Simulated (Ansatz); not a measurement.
# CdC2 in Pmn2_1, a phase reached by a soft mode: a soft mode frozen in, part 3 of 3

Wanted: the energy along a soft mode of CdC2 in Pmn2_1, a phase reached by a soft mode and the structure at the end.

Ansatz 0.2.0; DFT PBE, scalar-relativistic, plane waves, norm-conserving pseudopotentials.

So far. Step 5 (Energy along the mode, all amplitudes (two of the runs …): The lowest of the steps tried is at 0.32 Å, 2.18 meV/atom below the parent; the bottom of the well need not coincide with a step. Step 7 (The new phase in its own primitive cell): The largest force component left is 0.40 meV/Å and the pressure is 0.001 GPa, within the tolerances set. The cell now holds 15.48 Å³/atom.

The structure was built from a prototype and need not be the compound's stable phase.

## Step 8: Modes of the new phase

A relaxed structure may still be a saddle point, so its zone-centre modes are computed. The response to a homogeneous field gives the Born charges and the dielectric tensor.

The input, input.yaml:

```yaml
crystal:
  lattice:
    - [3.9511700822, 0.0, 0.0002588584]
    - [0.0, 3.9524850642, 0.0]
    - [-3.8037209427, 0.0, 5.9486861537]
  atoms:
    - { symbol: Cd, position: [0.516360756, 0.7816326503, 0.0091005084] }
    - { symbol: Cd, position: [0.516360756, 0.2183673497, 0.5091005084] }
    - { symbol: C, position: [0.7948756831, 0.3434928055, 0.9496158391] }
    - { symbol: C, position: [0.0193733783, 0.8813406821, 0.4493542076] }
    - { symbol: C, position: [0.0193733783, 0.1186593179, 0.9493542076] }
    - { symbol: C, position: [0.7948756831, 0.6565071945, 0.4496158391] }
kpoints:
  mp_grid: { grid: [6, 6, 4] }
hamiltonian:
  xc: pbe
  pseudopotentials: { kind: nc }
scf:
  occupations: { method: fixed }
output:
  eigenvalues: true
phonons:
  method: dfpt
  dielectric: true
  rigid_motions: translations
```

Launch:

```sh
> ansatz run input.yaml --threads 8 --pin off --max-ram 14336MiB --backend cpu --events-out ev --progress --plain --runs-dir out
```

Numbers of over 12 decimals in the logs are rounded to 6 here.

The log of the run:

```text
[...]
Crystal: 6 atoms, lattice volume = 92.904 Å³
Basis set: ecut = 1115.666836 eV, 7845 PW (Γ), exchange–correlation on 90×90×160 points (8 copies of the dense FFT grid, shifted against one another)
Bands: 34, of which v1, the nominal top of the filled ones, is band 28 counted from 1 (27 counted from 0)
Symmetry: 2 space group operations
k-points: 76 of 144 (irreducible under 1 space group operation, time reversal used)
[...]
SCF iter   1: F=—  HF=-10187.711822 eV  |F-HF|=—  |Δ(HF+E_count)|=         —  Δρ=9.75e-2  dr2=9.06e0  ethr=3.10e-3  ⟨swp⟩=5.0  Hψ=10076  notcnv=0  defer=282
[...]
SCF iter  11: F=-10184.494674 eV  HF=-10184.494674 eV  |F-HF|=4.37e-11  |Δ(HF+E_count)|=   1.28e-9  Δρ=2.37e-7  dr2=4.86e-11  ethr=1.00e-12  ⟨swp⟩=17.6  Hψ=23606  notcnv=0
SCF 1 converged in 11 iterations: F = -10184.494674 eV  dr2 = 4.86e-11
NSCF: frozen V_eff on 2 k-points
[...]
Bands: 29, of which v1, the nominal top of the filled ones, is band 28 counted from 1 (27 counted from 0)
k-points: 36 of 144 (time reversal used)
[...]
Eigensolver: Dense (36 Hₖ)
SCF iter   1: F=—  HF=-10184.435143 eV  |F-HF|=—  |Δ(HF+E_count)|=         —  Δρ=4.09e-4  dr2=1.66e-5  ethr=1.00e-1
[...]
SCF iter   3: F=-10184.435193 eV  HF=-10184.435193 eV  |F-HF|=2.33e-8  |Δ(HF+E_count)|=   1.45e-5  Δρ=1.21e-5  dr2=5.74e-8  ethr=8.82e-9
SCF 1 converged in 3 iterations: F = -10184.435193 eV  dr2 = 5.74e-8
[...]
SCF converged after 11 iterations
Free energy (F): -10184.494674 eV
[...]
Internal energy: -10184.494674 eV  (E = F + TS)
E sigma→0 (E₀):  -10184.494674 eV
Fermi energy:    6.838666 eV
[...]
--- Band table (eV; the first three rows and the last of 76) ---
  k-point 0: bands = [... 24 lower, 4.5799, 5.9096, 5.9665, 6.1055, 10.5531, 11.5672, 12.7180, 12.7220, ... 2 higher]
  k-point 1: bands = [... 24 lower, 5.1611, 5.8693, 5.9505, 6.2496, 10.6691, 11.3764, 12.6330, 12.6352, ... 2 higher]
  k-point 2: bands = [... 24 lower, 5.7733, 5.7733, 6.1414, 6.1414, 10.9870, 10.9870, 12.5552, 12.5552, ... 2 higher]
  k-point 75: bands = [... 24 lower, 4.8796, 4.8796, 5.5688, 5.5688, 11.2693, 11.2693, 11.8278, 11.8278, ... 2 higher]
[...]
ASR residual: 7.518e-4 → 0.000e0 eV/Å²; symmetrization residual: 2.772e-6 eV/Å²
  ASR residual per site (eV/Å²): 7.52e-4 7.52e-4 4.26e-5 7.26e-5 7.26e-5 4.26e-5
[...]
ε∞ (high-frequency dielectric tensor):
        5.027325    -0.000000    -0.096208
       -0.000000     5.016599     0.000000
       -0.096208     0.000000     4.143776
  ε⁰ (static dielectric tensor: ions relaxed, cell fixed):
       16.573120     0.000000    -1.521504
        0.000000    16.022142    -0.000000
       -1.521504    -0.000000    33.145796
  ε⁰ − ε∞ (ionic part):
       11.545794     0.000000    -1.425296
        0.000000    11.005543    -0.000000
       -1.425296    -0.000000    29.002020
[...]
Born effective charges Z* (e; rows j = field, columns β = displacement):
    site 0:
         2.25087    0.08192   -0.06744
         0.07870    2.23861   -0.01749
        -0.07048   -0.06251    2.23828
    site 1:
         2.25087   -0.08192   -0.06744
        -0.07870    2.23861    0.01749
        -0.07048    0.06251    2.23828
    site 2:
        -1.26410    0.01839    0.05519
        -0.19329   -0.96742   -0.00070
        -0.09912    0.16336   -1.06498
    site 3:
        -0.98677    0.18946    0.01225
        -0.02226   -1.27118   -0.04452
         0.16960    0.10556   -1.17330
    site 4:
        -0.98677   -0.18946    0.01225
         0.02226   -1.27118    0.04452
         0.16960   -0.10556   -1.17330
    site 5:
        -1.26410   -0.01839    0.05519
         0.19329   -0.96742    0.00070
        -0.09912   -0.16336   -1.06498
  Z* charge neutrality: 7.322e-3 e pre-enforcement
[...]
optical modes at Γ without the LO–TO term, one row a degenerate level:
      ω (cm⁻¹)  modes    IR ((D/Å)²/amu)
         50.29      1             0.2023
         51.81      1             0.1838
         90.04      1             0.0033
         96.43      1            11.7679
        133.74      1             6.9668
        134.26      1             6.8302
        250.20      1             0.1849
        252.83      1             0.1939
        311.50      1             0.0000
        362.47      1             1.4263
        366.61      1             1.7193
        423.41      1             3.1061
        425.96      1             2.8639
[...]
optical modes at Γ + LO–TO along q̂ = [1.0000, 0.0000, 0.0000]:
      ω (cm⁻¹)  modes    IR ((D/Å)²/amu)
[...]
optical modes at Γ + LO–TO along q̂ = [0.0000, 1.0000, 0.0000]:
      ω (cm⁻¹)  modes    IR ((D/Å)²/amu)
[...]
optical modes at Γ + LO–TO along q̂ = [0.0000, 0.0000, 1.0000]:
      ω (cm⁻¹)  modes    IR ((D/Å)²/amu)
[...]
133.74      1             6.9474
        134.26      1             6.8302
        250.20      1             0.1849
        252.53      1             0.2991
        273.01      1            11.6722
        311.50      1             0.0000
        362.47      1             1.4261
        366.61      1             1.7193
        423.41      1             3.1072
        425.96      1             2.8639
       1906.86      1             0.4594
       1909.43      1             0.2304
```

Wall time 95 s (8 threads of Intel Xeon 6975P-C (Granite Rapids), shared host); peak memory 4.2 GiB; 12 min of CPU time.

Numbers from this step:

```yaml
sum_rule_residual_before_enforcement: 7.52e-4 eV/Å²
miss_of_the_charge_sum_rule: 0.007322 e
estimated_error_of_the_dielectric_tensor: 0.01656
estimated_error_of_the_born_charges: 0.02406 e
point_group: m
highest_optical_mode_at_the_zone_centre_no_lo_to_term: 1909 cm⁻¹
lowest_optical_zone_centre_mode: 50.29 cm⁻¹
mean_high_frequency_dielectric_constant: 4.729
largest_born_charge_third_of_the_trace: 2.243 e
mean_static_dielectric_constant: 21.91
top_of_the_zone_centre_spectrum_with_the_field: 1910 cm⁻¹
```

Without the LO-TO term. Patterns of degenerate modes are one choice out of their space. Modes at Γ, with each element's share of the kinetic energy:

```
mode  frequency (cm⁻¹)  symmetry  Cd %  C %
   1               0.0  acoustic    82   18
   2               0.0  acoustic    82   18
   3               0.0  acoustic    82   18
   4              50.3        A'    91    9
   5              51.8       A''    91    9
   6              90.0       A''    99    1
   7              96.4        A'    18   82
   8             133.7        A'    10   90
   9             134.3       A''    10   90
  10             250.2       A''     1   99
  11             252.8        A'     0  100
  12             311.5       A''     0  100
  13             362.5        A'     5   95
  14             366.6       A''     5   95
  15             423.4        A'    12   88
  16             426.0       A''    11   89
  17            1906.5        A'     0  100
  18            1909.4       A''     0  100
```

Optical modes at the zone centre, without and with the macroscopic field of the longitudinal modes; each column is sorted by frequency, so a row need not hold one and the same mode. Modes with and without the field, by row:

```
rank among optical modes  no field (cm⁻¹)  q along (1, 0, 0) (cm⁻¹)  q along (0, 1, 0) (cm⁻¹)  q along (0, 0, 1) (cm⁻¹)
                       1             50.3                      51.8                      50.3                      50.3
                       2             51.8                        53                      54.3                      51.8
                       3               90                        90                      90.1                        90
                       4             96.4                      96.6                      96.4                     133.7
                       5            133.7                     134.3                     133.7                     134.3
                       6            134.3                     210.7                     209.6                     250.2
                       7            250.2                     250.2                     252.8                     252.5
                       8            252.8                       256                     253.3                       273
                       9            311.5                     311.5                     311.5                     311.5
                      10            362.5                     366.6                     362.5                     362.5
                      11            366.6                     370.9                     376.6                     366.6
                      12            423.4                       426                     423.4                     423.4
                      13              426                     446.2                     447.4                       426
                      14             1906                      1907                      1906                      1907
                      15             1909                      1909                      1910                      1909
```

Born charge (rows field, columns displacement) (e), principal values of the symmetric part by kind of site:

```
atom  atoms with these values    low  middle   high   mean
 Cd1                        2   2.16    2.20   2.37   2.24
  C3                        2  -1.29   -1.11  -0.90  -1.10
  C4                        2  -1.29   -1.21  -0.93  -1.14
```

In full for C3:

```
-1.26  0.02  0.06
-0.19 -0.97  0.00
-0.10  0.16 -1.06
```

High-frequency dielectric tensor:

```
 5.03  0.00 -0.10
 0.00  5.02  0.00
-0.10  0.00  4.14
```

Static dielectric tensor (ions relaxed, fixed cell):

```
16.57  0.00 -1.52
 0.00 16.02  0.00
-1.52  0.00 33.15
```

Transverse modes. Infrared lines, with heights relative to the strongest:

```csv
position (cm⁻¹),lines merged,relative intensity
50,1,1.5
52,1,1.3
90,1,0.0
96,1,85
134,2,100
250,1,1.3
253,1,1.4
312,1,0.0
362,1,10
367,1,12
423,1,23
426,1,21
1906,1,3.3
1909,1,1.7
```

Before it was imposed, the acoustic sum rule was missed by 7.5e-4 eV/Å² and the charge sum rule by 0.0073 e. Small misses are needed for a sound result but don't prove that mesh and cutoff are converged. The lowest optical mode is real, 50.3 cm⁻¹.

## Step 9: The phases reached

The phases reached along the modes that were followed are set side by side.

Energies are those of the first relaxation, on the mesh of the frozen mode; space group, volume and gap are those of the last relaxation. Phases, by row:

```
         mode frozen in  space group  energy from parent (meV/atom)  volume (Å³/atom)  gap on mesh (eV)  lowest zone-centre optical mode (cm⁻¹)  largest shift (Å)
                 parent       Pmn2_1                              0             15.51             3.433                                       –                  –
q = (0, 0, 0), 59i cm⁻¹           Pc                          -2.91             15.48             3.579                                    50.3              0.236
```

## Step 10: Outcome

| Item | Value |
| --- | --- |
| unstable mode of the parent | q = (0, 0, 0), 59i cm⁻¹ |
| depth at the lowest point sampled | 2.18 meV/atom |
| largest atomic shift at that point | 0.32 Å |
| space group reached (within 0.01 Å) | Pc |
| energy gained over the parent (first relaxation, on the mesh of the frozen mode) | 2.91 meV/atom |
| volume per atom, phase reached | 15.5 Å³ |
| gap on the k-mesh, phase reached | 3.58 eV |
| lowest optical zone-centre mode, phase reached | 50.3 cm⁻¹ |
| highest optical mode at the zone centre (no LO-TO term), phase reached | 1909 cm⁻¹ |

In words: Along this mode the structure falls into Pc, 2.91 meV/atom below the parent. At the parent's cell the well is 2.181 meV/atom deep on the steps tried, with its lowest point at a shift of 0.32 Å. Relaxing atoms and cell changes the gain by +0.72 meV/atom against the lowest step (energies at zero smearing). The new phase has no imaginary mode at the zone centre of its cell; other wavevectors were not checked. Each path keeps the symmetry of its pattern, so a lower phase may lie along a pattern not tried. The starting cell was built on a prototype and not taken from a measurement, so the phase need not exist.

[Logs are printed without paths, hosts, clocks, repeated set-up lines and the standing remarks that a program may print on its own settings, such as how far it seeks lower states.]

[Hosts, paths, dates, database ids (printed as entryN), source tags and the programs' standing remarks are cut or masked in the printed files.]
